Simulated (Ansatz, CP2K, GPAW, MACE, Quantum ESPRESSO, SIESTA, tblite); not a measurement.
# Generalised stacking fault on (110) of a LiCl-LiBr solid solution (56 atoms) in CP2K, part 2 of 4

Wanted: CP2K inputs and outputs for generalised stacking fault on (110) of a LiCl-LiBr solid solution (56 atoms), checked against a plane-wave reference.

Program: CP2K 2026.2; the method stands at each step. Banners, paths, timers and routine set-up lines are dropped from the logs unmarked, and long logs keep their key lines alone; longer cuts are marked.

So far. Step 2 (PBE, DZVP-MOLOPT-SR, 800/50 Ry, diagonalisation): Forces lie 15 % from the reference's, at 1.0 times its CPU time. Step 3 (GFN1-xTB, diagonalisation): Against the first run (15 %), the force difference from the reference is 45 %, at 0.026 times the CPU time (on 1 against 2 cores) (166 SCF steps against 24); the model has changed, so this is no error of the program alone.

### Step 4. PBE, TZV2P-UZH, 800/50 Ry, diagonalisation

Method: Kohn-Sham DFT, PBE, GTH-PBE pseudopotentials, Gaussian and plane waves, TZV2P-MOLOPT (UZH set), diagonalisation.

File input.inp:

```
&GLOBAL
  PROJECT cell
  RUN_TYPE ENERGY_FORCE
  PRINT_LEVEL LOW
&END GLOBAL
&FORCE_EVAL
  METHOD QS
  STRESS_TENSOR ANALYTICAL
  &DFT
    BASIS_SET_FILE_NAME BASIS_MOLOPT_UZH
    POTENTIAL_FILE_NAME POTENTIAL_UZH
    &MGRID
      CUTOFF 800
      REL_CUTOFF 50
      NGRIDS 5
    &END MGRID
    &QS
      EPS_DEFAULT 1.0E-12
    &END QS
    &SCF
      SCF_GUESS ATOMIC
      EPS_SCF 1.0E-06
      MAX_SCF 200
      ADDED_MOS 28
      &DIAGONALIZATION
        ALGORITHM STANDARD
      &END DIAGONALIZATION
      &SMEAR ON
        METHOD FERMI_DIRAC
        ELECTRONIC_TEMPERATURE [K] 580
      &END SMEAR
      &MIXING
        METHOD BROYDEN_MIXING
        ALPHA 0.15
        NBROYDEN 8
      &END MIXING
      &PRINT
        &RESTART OFF
        &END RESTART
      &END PRINT
    &END SCF
    &XC
      &XC_FUNCTIONAL PBE
      &END XC_FUNCTIONAL
    &END XC
    &PRINT
      &MULLIKEN ON
      &END MULLIKEN
      &HIRSHFELD ON
        SHAPE_FUNCTION DENSITY
      &END HIRSHFELD
      &MO ON
        EIGENVALUES T
        OCCUPATION_NUMBERS T
        MO_INDEX_RANGE 129 152
        &EACH
          QS_SCF 0
        &END EACH
        ADD_LAST NUMERIC
      &END MO
    &END PRINT
  &END DFT
  &SUBSYS
    &CELL
      A 7.44767 0.00000 0.00000
      B 0.00000 5.26630 0.00000
      C 3.41349 0.00000 26.26686
    &END CELL
    &COORD
      SCALED
[... 56 atom lines left out: the same atoms as in the first run ...]
    &END COORD
    &KIND Li
      BASIS_SET TZV2P-MOLOPT-PBE-GTH-q3
      POTENTIAL GTH-PBE-q3
    &END KIND
    &KIND Br
      BASIS_SET TZV2P-MOLOPT-PBE-GTH-q7
      POTENTIAL GTH-PBE-q7
    &END KIND
    &KIND Cl
      BASIS_SET TZV2P-MOLOPT-PBE-GTH-q7
      POTENTIAL GTH-PBE-q7
    &END KIND
  &END SUBSYS
  &PRINT
    &FORCES ON
    &END FORCES
    &STRESS_TENSOR ON
    &END STRESS_TENSOR
  &END PRINT
&END FORCE_EVAL
```

Started as:

```console
$ OMP_NUM_THREADS=1 mpirun -np 4 cp2k.psmp -i input.inp > output.txt
```

Numbers of over 12 decimals in the logs are rounded to 6 here.

Log:

```text
CP2K| version string:                                       CP2K version 2026.2
 CP2K| Input file name                                                 input.inp
 GLOBAL| Basis set file name                                    BASIS_MOLOPT_UZH
 GLOBAL| Potential file name                                       POTENTIAL_UZH
[... lines left out ...]
 Number of electrons:                                                        280
[... lines left out ...]
  Step     Update method      Time    Convergence         Total energy    Change
[... lines left out ...]
  *** SCF run converged in    22 steps ***
[... lines left out ...]
  Fermi energy:                                                 0.167440
  Total energy:                                              -616.366563
  Total energy (extrapolated to T->0):                       -616.366563
[... lines left out ...]
 MO| E(Fermi):            0.167440 a.u.          4.556273 eV
[... lines left out ...]
 ENERGY| Total FORCE_EVAL ( QS ) energy [hartree]           -616.366569
[... lines left out ...]
 FORCES|      1 -3.43499197E-03  9.24217106E-05 -6.15246416E-03   7.04702255E-03
 FORCES|      2  5.24848967E-03 -2.51958086E-03 -3.21864904E-04   5.83082572E-03
 FORCES|      3 -9.07598535E-04 -4.27932432E-05  3.15711327E-03   3.28525958E-03
[...]
FORCES|     55  5.96453587E-03  6.15926119E-04 -7.07737268E-04   6.03787588E-03
 FORCES|     56 -4.25016890E-03  1.27611399E-03  4.07012886E-03   6.02149080E-03
 FORCES| Sum     8.03369686E-06  1.07809465E-05 -1.28210082E-06
 FORCES| Total atomic force                                       1.35060311E-05
 STRESS| Analytical stress tensor [bar]
 STRESS|                        x                   y                   z
 STRESS|      x        2.90081398681E+04  -1.87096106610E+02   1.02719411285E+03
 STRESS|      y       -1.87096106610E+02  -3.05225606605E+04   4.72007542962E+01
 STRESS|      z        1.02719411285E+03   4.72007542962E+01  -9.44624697303E+03
 STRESS| 1/3 Trace                                            -3.65355592182E+03
```

The job ended after 3.1 min (4 MPI ranks of Arm Neoverse V1, shared host; peak memory 5.3 GiB; 12 min of CPU time).

Compared with the plane-wave run:

```yaml
r_m_s_force_component: 0.1127 eV/Å
r_m_s_difference_of_force_components: 3.614 meV/Å
longest_difference_of_force_vectors: 12.54 meV/Å
force_difference_over_r_m_s_force: 3.285 %
slope_of_forces_against_the_reference_s: 1.024
correlation_of_force_components: 0.9998
spacing_of_highest_filled_and_lowest_empty_level: 5.406 eV
gap_difference: -0.0511 eV
pressure: -0.3654 GPa
pressure_difference: -0.0734 GPa
```

Against the first run (15 %), the force difference from the reference is 3.3 %, at 1.5 times the CPU time (on 4 against 2 cores), with 1232 basis functions against 532; this set comes with other potentials too, so the change isn't the basis's alone.

### Step 5. PBE, TZV2P-MOLOPT (SR for Li), 800/50 Ry, diagonalisation

Method: Kohn-Sham DFT, PBE, GTH-PBE pseudopotentials, Gaussian and plane waves, TZV2P-MOLOPT-GTH, diagonalisation.

Changes to input.inp since step 4:

```diff
@@ -9,4 +9,5 @@
   &DFT
-    BASIS_SET_FILE_NAME BASIS_MOLOPT_UZH
-    POTENTIAL_FILE_NAME POTENTIAL_UZH
+    BASIS_SET_FILE_NAME BASIS_MOLOPT
+    BASIS_SET_FILE_NAME BASIS_MOLOPT_UCL
+    POTENTIAL_FILE_NAME GTH_POTENTIALS
     &MGRID
@@ -69,3 +70,2 @@
     &COORD
-      SCALED
 [... 56 atom lines left out: the same atoms as in the first run ...]
@@ -73,3 +73,3 @@
     &KIND Li
-      BASIS_SET TZV2P-MOLOPT-PBE-GTH-q3
+      BASIS_SET TZV2P-MOLOPT-SR-GTH-q3
       POTENTIAL GTH-PBE-q3
@@ -77,3 +77,3 @@
     &KIND Br
-      BASIS_SET TZV2P-MOLOPT-PBE-GTH-q7
+      BASIS_SET TZV2P-MOLOPT-GTH-q7
       POTENTIAL GTH-PBE-q7
@@ -81,3 +81,3 @@
     &KIND Cl
-      BASIS_SET TZV2P-MOLOPT-PBE-GTH-q7
+      BASIS_SET TZV2P-MOLOPT-GTH-q7
       POTENTIAL GTH-PBE-q7
```

Log:

```text
CP2K| version string:                                       CP2K version 2026.2
 CP2K| Input file name                                                 input.inp
 GLOBAL| Basis set file name                                        BASIS_MOLOPT
 GLOBAL| Potential file name                                      GTH_POTENTIALS
 GLOBAL| Run type                                                   ENERGY_FORCE
 GLOBAL| Total number of message passing processes                             4
 GLOBAL| Number of threads for this process                                    1
 TOTAL NUMBERS AND MAXIMUM NUMBERS
  Total number of            - Atomic kinds:                                   3
                             - Atoms:                                         56
[... lines left out ...]
                        Smear method:                                FERMI_DIRAC
[... lines left out ...]
 Number of electrons:                                                        280
[... lines left out ...]
  Step     Update method      Time    Convergence         Total energy    Change
[... lines left out ...]
  *** SCF run converged in    22 steps ***
[... lines left out ...]
  Fermi energy:                                                 0.166987
  Total energy:                                              -616.485942
  Total energy (extrapolated to T->0):                       -616.485942
[... lines left out ...]
 MO| E(Fermi):            0.166987 a.u.          4.543958 eV
[... lines left out ...]
 !-----------------------------------------------------------------------------!
 !-----------------------------------------------------------------------------!
                           Hirshfeld Charges
  #Atom  Element  Kind  Ref Charge     Population                    Net charge
      1       Li     1       3.000          2.877                         0.123
      2       Br     2       7.000          7.088                        -0.088
      3       Li     1       3.000          2.880                         0.120
[...]
55       Li     1       3.000          2.886                         0.114
     56       Br     2       7.000          7.083                        -0.083
  Total Charge                                                           -0.000
 !-----------------------------------------------------------------------------!
 ENERGY| Total FORCE_EVAL ( QS ) energy [hartree]           -616.485952
 FORCES| Atomic forces [hartree/bohr]
 FORCES|   Atom     x               y               z               |f|
 FORCES|      1 -3.60126591E-03  1.27401594E-04 -6.22104530E-03   7.18934990E-03
 FORCES|      2  5.25748073E-03 -2.54099790E-03 -3.51052558E-04   5.84987280E-03
 FORCES|      3 -7.78102210E-04 -5.26996021E-05  3.21680116E-03   3.30998942E-03
[...]
FORCES|     55  6.00743696E-03  6.66998551E-04 -6.07902947E-04   6.07484418E-03
 FORCES|     56 -4.25401869E-03  1.28681627E-03  4.09425459E-03   6.04280496E-03
 FORCES| Sum     5.30956319E-06  3.11842030E-06 -7.87750903E-08
 FORCES| Total atomic force                                       6.15810132E-06
 STRESS| Analytical stress tensor [bar]
 STRESS|                        x                   y                   z
 STRESS|      x        3.16272056274E+04  -1.95465660543E+02   1.20306336961E+03
 STRESS|      y       -1.95465660543E+02  -2.87067453090E+04   4.53467768887E+01
 STRESS|      z        1.20306336961E+03   4.53467768887E+01  -6.98651497788E+03
 STRESS| 1/3 Trace                                            -1.35535155316E+03
```

It took 2.7 min on 4 MPI ranks; peak memory 5.2 GiB.

Numbers from this run, and their distance from the reference:

```
r.m.s. force component                           : 0.1151 eV/Å
r.m.s. difference of force components            : 6.14 meV/Å
longest difference of force vectors              : 24.27 meV/Å
force difference over r.m.s. force               : 5.581 %
slope of forces against the reference's          : 1.046
correlation of force components                  : 0.9995
gap (highest filled to lowest empty level) : 5.375 eV
gap difference                                   : -0.0825 eV
pressure                                         : -0.1355 GPa
pressure difference                              : 0.1565 GPa
```

Against the first run (15 %), the force difference from the reference is 5.6 %, at 1.3 times the CPU time (on 4 against 2 cores), with 896 basis functions against 532: the larger basis brings the forces nearer.

### Step 6. PBE, SZV-MOLOPT-SR, 800/50 Ry, diagonalisation

Method: Kohn-Sham DFT, PBE, GTH-PBE pseudopotentials, Gaussian and plane waves, SZV-MOLOPT-SR-GTH, diagonalisation.

Changes to input.inp since step 5:

```diff
@@ -10,3 +10,2 @@
     BASIS_SET_FILE_NAME BASIS_MOLOPT
-    BASIS_SET_FILE_NAME BASIS_MOLOPT_UCL
     POTENTIAL_FILE_NAME GTH_POTENTIALS
@@ -73,3 +72,3 @@
     &KIND Li
-      BASIS_SET TZV2P-MOLOPT-SR-GTH-q3
+      BASIS_SET SZV-MOLOPT-SR-GTH-q3
       POTENTIAL GTH-PBE-q3
@@ -77,3 +76,3 @@
     &KIND Br
-      BASIS_SET TZV2P-MOLOPT-GTH-q7
+      BASIS_SET SZV-MOLOPT-SR-GTH-q7
       POTENTIAL GTH-PBE-q7
@@ -81,3 +80,3 @@
     &KIND Cl
-      BASIS_SET TZV2P-MOLOPT-GTH-q7
+      BASIS_SET SZV-MOLOPT-SR-GTH-q7
       POTENTIAL GTH-PBE-q7
```

Started as:

```console
$ OMP_NUM_THREADS=1 cp2k.psmp -i input.inp > output.txt
```

Log:

```text
CP2K| version string:                                       CP2K version 2026.2
 CP2K| Input file name                                                 input.inp
 GLOBAL| Basis set file name                                        BASIS_MOLOPT
 GLOBAL| Potential file name                                      GTH_POTENTIALS
[... lines left out ...]
 Number of electrons:                                                        280
[... lines left out ...]
  Step     Update method      Time    Convergence         Total energy    Change
[... lines left out ...]
  *** SCF run converged in    20 steps ***
[... lines left out ...]
  Fermi energy:                                                 0.212860
  Total energy:                                              -614.560766
  Total energy (extrapolated to T->0):                       -614.560766
[... lines left out ...]
 MO| E(Fermi):            0.212860 a.u.          5.792204 eV
[... lines left out ...]
 ENERGY| Total FORCE_EVAL ( QS ) energy [hartree]           -614.560761
[... lines left out ...]
 FORCES|      1 -4.78472514E-03 -2.19343994E-04 -5.94104774E-03   7.63136651E-03
 FORCES|      2  7.44918380E-03 -3.04966060E-03 -1.91932747E-03   8.27493728E-03
 FORCES|      3 -1.49487666E-03 -1.28378709E-04  3.82005254E-03   4.10413679E-03
[...]
FORCES|     55  6.72574924E-03  1.56853412E-03 -9.81892236E-04   6.97568022E-03
 FORCES|     56 -6.07411730E-03  1.36668391E-03  4.77155684E-03   7.84413670E-03
 FORCES| Sum     6.65351064E-06 -2.34573863E-07  6.33437099E-06
 FORCES| Total atomic force                                       9.18958566E-06
 STRESS| Analytical stress tensor [bar]
 STRESS|                        x                   y                   z
 STRESS|      x        5.78890864415E+04  -2.60916819893E+02   1.70976462158E+03
 STRESS|      y       -2.60916819893E+02   1.23042610535E+04   4.03615056431E+01
 STRESS|      z        1.70976462158E+03   4.03615056431E+01   1.64022205885E+04
 STRESS| 1/3 Trace                                             2.88651893612E+04
```

The job ended after 4.6 min (1 thread; peak memory 3.8 GiB).

Compared with the plane-wave run:

- r.m.s. force component: 0.1477 eV/Å
- r.m.s. difference of force components: 44.62 meV/Å
- longest difference of force vectors: 152.1 meV/Å
- force difference over r.m.s. force: 40.55 %
- slope of forces against the reference's: 1.319
- correlation of force components: 0.9826
- gap (highest filled to lowest empty level): 4.937 eV
- gap difference: -0.5202 eV
- pressure: 2.886 GPa
- pressure difference: 3.179 GPa

This is a coarse setting, run to see what it loses.

Against the first run (15 %), the force difference from the reference is 41 %, at 0.56 times the CPU time (on 1 against 2 cores), with 168 basis functions against 532: the smaller basis costs accuracy.

### Step 7. PBE, DZVP-MOLOPT-SR, 1120/50 Ry, diagonalisation

Method: Kohn-Sham DFT, PBE, GTH-PBE pseudopotentials, Gaussian and plane waves, DZVP-MOLOPT-SR-GTH, diagonalisation.

Changes to input.inp since step 6:

```diff
@@ -12,3 +12,3 @@
     &MGRID
-      CUTOFF 800
+      CUTOFF 1120
       REL_CUTOFF 50
@@ -69,2 +69,3 @@
     &COORD
+      SCALED
 [... 56 atom lines left out: the same atoms as in the first run ...]
@@ -72,3 +73,3 @@
     &KIND Li
-      BASIS_SET SZV-MOLOPT-SR-GTH-q3
+      BASIS_SET DZVP-MOLOPT-SR-GTH-q3
       POTENTIAL GTH-PBE-q3
@@ -76,3 +77,3 @@
     &KIND Br
-      BASIS_SET SZV-MOLOPT-SR-GTH-q7
+      BASIS_SET DZVP-MOLOPT-SR-GTH-q7
       POTENTIAL GTH-PBE-q7
@@ -80,3 +81,3 @@
     &KIND Cl
-      BASIS_SET SZV-MOLOPT-SR-GTH-q7
+      BASIS_SET DZVP-MOLOPT-SR-GTH-q7
       POTENTIAL GTH-PBE-q7
```

Started as:

```console
$ OMP_NUM_THREADS=2 cp2k.psmp -i input.inp > output.txt
```

Log:

```text
CP2K| version string:                                       CP2K version 2026.2
 CP2K| Input file name                                                 input.inp
 GLOBAL| Basis set file name                                        BASIS_MOLOPT
 GLOBAL| Potential file name                                      GTH_POTENTIALS
[... lines left out ...]
 Number of electrons:                                                        280
[... lines left out ...]
  Step     Update method      Time    Convergence         Total energy    Change
[... lines left out ...]
  *** SCF run converged in    24 steps ***
[... lines left out ...]
  Fermi energy:                                                 0.168996
  Total energy:                                              -616.354235
  Total energy (extrapolated to T->0):                       -616.354235
[... lines left out ...]
 MO| E(Fermi):            0.168996 a.u.          4.598616 eV
[... lines left out ...]
 ENERGY| Total FORCE_EVAL ( QS ) energy [hartree]           -616.354234
[... lines left out ...]
 FORCES|      1 -4.10120551E-03  1.23165030E-04 -6.43211552E-03   7.62936212E-03
 FORCES|      2  5.90373062E-03 -2.76473951E-03 -4.01395439E-04   6.53138102E-03
 FORCES|      3 -1.02880034E-03 -8.14775046E-05  3.61639148E-03   3.76076536E-03
[...]
FORCES|     55  6.47649844E-03  8.94636885E-04 -7.71451885E-04   6.58335364E-03
 FORCES|     56 -4.84994147E-03  1.44002760E-03  4.29226110E-03   6.63469043E-03
 FORCES| Sum    -7.26839036E-06  6.59353084E-06  1.82068278E-06
 FORCES| Total atomic force                                       9.98093348E-06
 STRESS| Analytical stress tensor [bar]
 STRESS|                        x                   y                   z
 STRESS|      x        3.26067755367E+04  -2.07932868146E+02   1.42388992129E+03
 STRESS|      y       -2.07932868146E+02  -2.97475290697E+04   4.81791125289E+01
 STRESS|      z        1.42388992129E+03   4.81791125289E+01  -6.44094318534E+03
 STRESS| 1/3 Trace                                            -1.19389890611E+03
```

Run time: 5.3 min. Hardware: 2 threads; peak memory 5.9 GiB.

Numbers from this run, and their distance from the reference:

```yaml
r_m_s_force_component: 0.1247 eV/Å
r_m_s_difference_of_force_components: 16.4 meV/Å
longest_difference_of_force_vectors: 53.12 meV/Å
force_difference_over_r_m_s_force: 14.9 %
slope_of_forces_against_the_reference_s: 1.131
correlation_of_force_components: 0.998
spacing_of_highest_filled_and_lowest_empty_level: 5.434 eV
gap_difference: -0.0232 eV
pressure: -0.1194 GPa
pressure_difference: 0.1726 GPa
energy_less_the_same_level_run_s: -0.0001 meV/atom
r_m_s_force_difference_from_the_same_level_run: 0.088 meV/Å
```

Against the first run (15 %), the force difference from the reference is 15 %, at 1.2 times the CPU time: the change moves forces by 0.088 meV/Å r.m.s., so most of the difference comes from elsewhere.

[end of part 2 of 4]

[Also dropped from logs without a mark: logging warnings of Python, and SIESTA's first energy breakdown and zero terms.]

[Logs are printed without paths, hosts, clocks, repeated set-up lines and the standing remarks that a program may print on its own settings, such as how far it seeks lower states.]

[Hosts, paths, dates, database ids (printed as entryN), source tags and the programs' standing remarks are cut or masked in the printed files.]
